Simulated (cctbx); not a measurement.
# A crystallographic session in cctbx: Sn2Ir2O7

Library: cctbx 2025.11. The data are simulated by the first script.

## 1. Simulate the data

run.py:

```python
from cctbx import adptbx, crystal, miller, sgtbx, xray
from cctbx.array_family import flex
from iotbx.shelx import hklf
from scitbx import matrix
import scitbx.random

cs = crystal.symmetry(unit_cell=(9.862, 9.862, 9.862, 90, 90, 90), space_group_symbol='Hall: F 4d 2 3 -1d')  # Fd-3m
atoms = [  # label, site, U (iso, or U11 U22 U33 U12 U13 U23 in A^2), occupancy
    ("Ir1", (0.125, 0.625, 0.125), (0.0148, 0.0148, 0.0148, 0.0003, 0.0003, 0.0003), 1),
    ("Sn1", (0.125, 0.125, 0.125), (0.0209, 0.0209, 0.0209, -0.0009, -0.0009, -0.0009), 1),
    ("O1", (0.25, 0.75, 0.25), (0.0298, 0.0298, 0.0298, 0.0000, -0.0000, 0.0000), 1),
    ("O2", (0.0369, 0.25, 0.25), (0.0324, 0.0284, 0.0284, 0.0000, 0.0000, -0.0014), 1),
]
xs = xray.structure(crystal_symmetry=cs)
for label, site, u, occ in atoms:
    u = adptbx.u_cif_as_u_star(cs.unit_cell(), u) if isinstance(u, tuple) else u
    xs.add_scatterer(xray.scatterer(label, site=site, u=u, occupancy=occ))
xs.set_inelastic_form_factors(0.71073, "sasaki")
xs.show_summary()
p1 = xs.expand_to_p1()
ms = miller.build_set(p1, anomalous_flag=True, d_min=0.7)
flex.set_random_seed(516956)
scitbx.random.set_random_seed(516956)
ms = ms.select(flex.random_double(ms.size()) < 0.7)
i = ms.structure_factors_from_scatterers(p1, algorithm="direct").f_calc().as_intensity_array().data()
i = i * 40000 / flex.max(i)
sig = flex.sqrt(i + flex.pow2(0.04 * i) + 8 ** 2)
noise = scitbx.random.variate(scitbx.random.normal_distribution())(i.size())
data = ms.array(data=i + sig * noise, sigmas=sig).set_observation_type_xray_intensity()
with open("data.hkl", "w") as f:
    data.export_as_shelx_hklf(f)
print("reflections written:", data.size(), " <I/sigma> = %.1f" % flex.mean(data.data() / data.sigmas()))
for h, a, b in list(data.sort("data"))[:12]:
    print("%4d%4d%4d %9.1f %7.1f" % (h + (a, b)))
```

```console
$ python run.py
```

```text
Number of scatterers: 4
At special positions: 4
Unit cell: (9.862, 9.862, 9.862, 90, 90, 90)
Space group: F d -3 m :1 (No. 227)
reflections written: 8200  <I/sigma> = 2.2
  -2  -2   2   41342.1  1612.5
  -2  -2  -2   40390.5  1612.5
   2  -2  -2   40054.7  1612.5
   2  -2   2   39111.1  1612.5
  -2   2  -2   38730.3  1612.5
  -4  -4   0   32822.1  1306.8
   0   4   4   32307.8  1306.8
   0  -4  -4   32260.7  1306.8
  -4   4   0   31508.9  1306.8
   4   4   0   30218.1  1306.8
   4  -4   0   30153.4  1306.8
   0   0  -4   27788.3  1031.2
```

Run time: 0.29 s on 1 thread of Intel(R) Xeon(R) CPU @ 2.60GHz (Ice Lake) (shared host), peak memory 0.07 GiB.

## 2. Refinement (right model, isotropic)

run.py:

```python
import math
from cctbx import adptbx, crystal, maptbx, sgtbx, xray
from cctbx.array_family import flex
from cctbx.xray import observations
from iotbx.shelx import hklf
from scitbx.lstbx import normal_eqns_solving
from smtbx import absolute_structure, utils
from smtbx.refinement import constraints, least_squares

cs = crystal.symmetry(unit_cell=(9.862, 9.862, 9.862, 90, 90, 90), space_group_symbol='Hall: F 4d 2 3 -1d')  # Fd-3m
atoms = [  # label, site, U (iso, or U11 U22 U33 U12 U13 U23 in A^2), occupancy
    ("Ir1", (0.125, 0.625, 0.125), 0.0200, 1),
    ("Sn1", (0.125, 0.125, 0.125), 0.0200, 1),
    ("O1", (0.25, 0.75, 0.25), 0.0200, 1),
    ("O2", (0.0378, 0.25, 0.25), 0.0200, 1),
]
xs = xray.structure(crystal_symmetry=cs)
for label, site, u, occ in atoms:
    u = adptbx.u_cif_as_u_star(cs.unit_cell(), u) if isinstance(u, tuple) else u
    xs.add_scatterer(xray.scatterer(label, site=site, u=u, occupancy=occ))
xs.set_inelastic_form_factors(0.71073, "sasaki")
raw = hklf.reader(file_name="data.hkl").as_miller_arrays(crystal_symmetry=cs, anomalous=True)[0]
merged = raw.eliminate_sys_absent().merge_equivalents()
fo2 = merged.array().set_observation_type_xray_intensity()
print("Rint %.3f, %d unique reflections to %.2f A" % (merged.r_int(), fo2.size(), fo2.d_min()))
for sc in xs.scatterers():
    sc.flags.set_grad_site(True)
    sc.flags.set_grad_u_aniso(sc.flags.use_u_aniso())
    sc.flags.set_grad_u_iso(sc.flags.use_u_iso())
obs = fo2.as_xray_observations()
extra = {}
rep = constraints.reparametrisation(xs, [], utils.connectivity_table(xs), **extra)
ls = least_squares.crystallographic_ls(obs, rep, weighting_scheme=least_squares.mainstream_shelx_weighting(a=0, b=0))
print("cycle     R1     wR2    GooF  max shift (A)")
for cycle in range(8):
    ls.build_up()
    r1, wr2, goof = ls.r1_factor(cutoff_factor=2)[0], ls.wR2(), ls.goof()
    old = xs.sites_cart()
    normal_eqns_solving.levenberg_marquardt_iterations(ls, n_max_iterations=3, tau=1e-06, step_threshold=1e-7)
    big = flex.max((xs.sites_cart() - old).norms())
    print("%4d %7.4f %7.4f %7.3f %9.5f" % (cycle + 1, r1, wr2, goof, big))
    ls.build_up(objective_only=True)
    if abs(ls.wR2() - wr2) < 5e-5 and big < 5e-4:
        break
ls.build_up()
print("final R1 %.4f wR2 %.4f GooF %.3f  parameters %d  data/parameter %.1f" % (ls.r1_factor(cutoff_factor=2)[0], ls.wR2(), ls.goof(), ls.n_parameters, fo2.size() / ls.n_parameters))
cov = ls.covariance_matrix_and_annotations()
su = dict(zip(cov.annotations, (math.sqrt(max(v, 0)) for v in cov.matrix.matrix_packed_u_diagonal())))
a2 = cs.unit_cell().reciprocal_parameters()[0] ** -2
print("atom        x        y        z      Ueq    occ   su(xyz)  su(Uiso or U11)")
for sc in xs.scatterers():
    s = max(su.get(sc.label + k, 0) for k in (".x", ".y", ".z"))
    npd = "" if sc.is_positive_definite_u(cs.unit_cell()) else "  NPD"
    print("%-5s %8.5f %8.5f %8.5f %8.4f %6.3f %8.5f %7.4f%s" % ((sc.label,) + sc.site + (sc.u_iso_or_equiv(cs.unit_cell()), sc.occupancy, s, su.get(sc.label + ".uiso", su.get(sc.label + ".u11", 0) * a2), npd)))
fo = fo2.f_sq_as_f()
fc = fo.structure_factors_from_scatterers(xs, algorithm="direct").f_calc()
diff = fo.f_obs_minus_f_calc(1 / math.sqrt(ls.scale_factor()), fc).average_bijvoet_mates()
m = diff.fft_map(symmetry_flags=maptbx.use_space_group_symmetry, resolution_factor=0.25).apply_volume_scaling()
print("difference map: max %.2f min %.2f rms %.2f" % (m.statistics().max(), m.statistics().min(), m.statistics().sigma()))
peaks = m.peak_search(parameters=maptbx.peak_search_parameters(min_distance_sym_equiv=0.6, max_clusters=6)).all()
near = xs.closest_distances(peaks.sites(), distance_cutoff=4)
sps = cs.special_position_settings(min_distance_sym_equiv=0.5)
for k, (x, h) in enumerate(zip(peaks.sites(), peaks.heights())):
    ss = sps.site_symmetry(x)
    print("Q%-3d %7.4f %7.4f %7.4f %4d %7.2f  %.2f A from %s" % ((k + 1,) + tuple(t % 1 for t in ss.exact_site()) + (ss.multiplicity(), h, near.smallest_distances[k], xs.scatterers()[near.i_seqs[k]].label)))
```

```console
$ python run.py
```

```text
Rint 0.035, 91 unique reflections to 0.70 A
cycle     R1     wR2    GooF  max shift (A)
   1  0.0908  0.2190  11.793   0.01032
   2  0.0123  0.0429   2.310   0.00001
final R1 0.0123 wR2 0.0429 GooF 2.310  parameters 5  data/parameter 18.2
atom        x        y        z      Ueq    occ   su(xyz)  su(Uiso or U11)
Ir1    0.12500  0.62500  0.12500   0.0146  1.000  0.00000  0.0002
Sn1    0.12500  0.12500  0.12500   0.0206  1.000  0.00000  0.0003
O1     0.25000  0.75000  0.25000   0.0271  1.000  0.00000  0.0028
O2     0.03675  0.25000  0.25000   0.0292  1.000  0.00074  0.0012
difference map: max 1.61 min -1.45 rms 0.20
Q1    0.0982  0.0982  0.5982   32    1.63  0.46 A from Ir1
Q2    0.1250  0.1250  0.1250   16    0.99  0.00 A from Sn1
Q3    0.0698  0.0698  0.0698   32    0.58  0.94 A from Sn1
Q4    0.0145  0.1128  0.8383  192    0.39  1.23 A from O2
Q5    0.0255  0.1227  0.3081  192    0.32  1.38 A from O2
Q6    0.0464  0.0464  0.3553   96    0.28  1.54 A from O2
```

Time: 0.39 s.

## 3. Refinement (right model, anisotropic)

run.py, as its changes from the last script of this kind:

```diff
@@ -12,4 +12,4 @@
-    ("Ir1", (0.125, 0.625, 0.125), 0.0200, 1),
-    ("Sn1", (0.125, 0.125, 0.125), 0.0200, 1),
-    ("O1", (0.25, 0.75, 0.25), 0.0200, 1),
-    ("O2", (0.0378, 0.25, 0.25), 0.0200, 1),
+    ("Ir1", (0.125, 0.625, 0.125), 0.0146, 1),
+    ("Sn1", (0.125, 0.125, 0.125), 0.0206, 1),
+    ("O1", (0.25, 0.75, 0.25), 0.0271, 1),
+    ("O2", (0.03675, 0.25, 0.25), 0.0292, 1),
@@ -21,0 +22 @@
+xs.convert_to_anisotropic()
```

```console
$ python run.py
```

```text
Rint 0.035, 91 unique reflections to 0.70 A
cycle     R1     wR2    GooF  max shift (A)
   1  0.0123  0.0429   2.367   0.00008
   2  0.0075  0.0170   0.940   0.00000
final R1 0.0075 wR2 0.0170 GooF 0.940  parameters 9  data/parameter 10.1
atom        x        y        z      Ueq    occ   su(xyz)  su(Uiso or U11)
Ir1    0.12500  0.62500  0.12500   0.0147  1.000  0.00000  0.0001
Sn1    0.12500  0.12500  0.12500   0.0207  1.000  0.00000  0.0001
O1     0.25000  0.75000  0.25000   0.0288  1.000  0.00000  0.0012
O2     0.03676  0.25000  0.25000   0.0300  1.000  0.00034  0.0013
difference map: max 0.61 min -0.77 rms 0.18
Q1    0.0951  0.0951  0.4049   32    0.68  1.62 A from O1
Q2    0.0713  0.0713  0.0713   32    0.66  0.92 A from Sn1
Q3    0.0912  0.0912  0.9088   32    0.63  1.75 A from O2
Q4    0.0696  0.0696  0.5696   32    0.52  0.95 A from Ir1
Q5    0.0494  0.1248  0.7956  192    0.48  1.33 A from O2
Q6    0.0000  0.0000  0.0000    8    0.44  2.10 A from O2
```

Time: 0.38 s.

## 4. Refinement

run.py, as its changes from the last script of this kind:

```diff
@@ -15,0 +16 @@
+    ("O3", (0.325, 0.059, 0.889), 0.0300, 1),
@@ -22 +22,0 @@
-xs.convert_to_anisotropic()
@@ -36 +36 @@
-for cycle in range(8):
+for cycle in range(12):
```

```console
$ python run.py
```

```text
Rint 0.035, 91 unique reflections to 0.70 A
cycle     R1     wR2    GooF  max shift (A)
   1  0.1807  0.5026  27.392   0.26178
   2  0.0388  0.1373   7.484   0.62727
   3  0.0143  0.0566   3.086   0.04979
   4  0.0141  0.0559   3.046   0.00379
   5  0.0140  0.0561   3.059   0.00054
   6  0.0140  0.0561   3.059   0.00007
final R1 0.0140 wR2 0.0561 GooF 3.059  parameters 7  data/parameter 13.0
atom        x        y        z      Ueq    occ   su(xyz)  su(Uiso or U11)
Ir1    0.12500  0.62500  0.12500   0.0146  1.000  0.00000  0.0003
Sn1    0.12500  0.12500  0.12500   0.0206  1.000  0.00000  0.0004
O1     0.25000  0.75000  0.25000   0.0267  1.000  0.00000  0.0036
O2     0.03704  0.25000  0.25000   0.0294  1.000  0.00100  0.0015
O3     0.24937 -0.00063  0.87500   1.0000  1.000  0.00401  0.0696
difference map: max 2.01 min -1.12 rms 0.25
Q1    0.0980  0.0980  0.5980   32    2.03  0.46 A from Ir1
Q2    0.1250  0.1250  0.1250   16    0.96  0.00 A from Sn1
Q3    0.0709  0.0709  0.0709   32    0.89  0.92 A from Sn1
Q4    0.0000  0.0000  0.0000    8    0.62  2.10 A from O2
Q5    0.0343  0.0343  0.8971   96    0.55  1.19 A from O2
Q6    0.0000  0.0000  0.5000    8    0.50  0.00 A from O1
```

Time: 0.48 s.

This run holds a fault made on purpose: spurious atom: O3.

## 5. Refinement

run.py, as its changes from the last script of this kind:

```diff
@@ -15,2 +14,0 @@
-    ("O2", (0.03675, 0.25, 0.25), 0.0292, 1),
-    ("O3", (0.325, 0.059, 0.889), 0.0300, 1),
@@ -22,0 +21 @@
+xs.convert_to_anisotropic()
```

```console
$ python run.py
```

```text
Rint 0.035, 91 unique reflections to 0.70 A
cycle     R1     wR2    GooF  max shift (A)
   1  0.0804  0.2459  13.242   0.00000
   2  0.0788  0.2379  12.815   0.00000
final R1 0.0788 wR2 0.2379 GooF 12.815  parameters 5  data/parameter 18.2
atom        x        y        z      Ueq    occ   su(xyz)  su(Uiso or U11)
Ir1    0.12500  0.62500  0.12500   0.0119  1.000  0.00000  0.0013
Sn1    0.12500  0.12500  0.12500   0.0171  1.000  0.00000  0.0016
O1     0.25000  0.75000  0.25000   0.0233  1.000  0.00000  0.0156
difference map: max 11.22 min -7.41 rms 1.48
Q1    0.0000  0.0000  0.2215   48   11.36  1.99 A from Sn1
Q2    0.1250  0.1250  0.6250   16   10.71  0.00 A from Ir1
Q3    0.0000  0.0000  0.5000    8    5.85  0.00 A from O1
Q4    0.0000  0.0000  0.0000    8    5.50  2.14 A from Sn1
Q5    0.1250  0.1250  0.1250   16    4.13  0.00 A from Sn1
Q6    0.0139  0.1502  0.8498   96    0.78  1.41 A from Sn1
```

Time: 0.38 s.

This run holds a fault made on purpose: atom left out: O2.

## 6. Refinement

run.py, as its changes from the last script of this kind:

```diff
@@ -12,2 +12,2 @@
-    ("Ir1", (0.125, 0.625, 0.125), 0.0146, 1),
-    ("Sn1", (0.125, 0.125, 0.125), 0.0206, 1),
+    ("Sn1", (0.125, 0.625, 0.125), 0.0146, 1),
+    ("Ir1", (0.125, 0.125, 0.125), 0.0206, 1),
@@ -14,0 +15 @@
+    ("O2", (0.03675, 0.25, 0.25), 0.0292, 1),
```

```console
$ python run.py
```

```text
Rint 0.035, 91 unique reflections to 0.70 A
cycle     R1     wR2    GooF  max shift (A)
   1  0.1943  0.6170  34.029   0.34263
   2  0.0940  0.2898  15.982   0.00000
final R1 0.0940 wR2 0.2898 GooF 15.982  parameters 9  data/parameter 10.1
atom        x        y        z      Ueq    occ   su(xyz)  su(Uiso or U11)
Sn1    0.12500  0.62500  0.12500   0.0216  1.000  0.00000  0.0022
Ir1    0.12500  0.12500  0.12500   0.0151  1.000  0.00000  0.0017
O1     0.25000  0.75000  0.25000   0.6980  1.000  0.00000  1.4158
O2     0.00201  0.25000  0.25000   0.4554  1.000  0.04335  2.0680
difference map: max 15.60 min -4.09 rms 1.52
Q1    0.1250  0.1250  0.1250   16   17.22  0.00 A from Ir1
Q2    0.0000  0.0000  0.0000    8   14.46  2.14 A from Ir1
Q3    0.0000  0.0000  0.2816   48   13.09  0.33 A from O2
Q4    0.1250  0.1250  0.6250   16    9.60  0.00 A from Sn1
Q5    0.0400  0.1663  0.6663   96    1.31  1.02 A from Sn1
Q6    0.0355  0.1614  0.1614   96    1.05  1.02 A from Ir1
```

Run time: 0.37 s on 1 thread of Intel(R) Xeon(R) CPU @ 2.60GHz (Ice Lake), with other jobs on the host, peak memory 0.09 GiB.

This run holds a fault made on purpose: elements exchanged: Ir1 is Sn and Sn1 is Ir.

[Logs are printed without paths, hosts, clocks, repeated set-up lines and the standing remarks that a program may print on its own settings, such as how far it seeks lower states.]
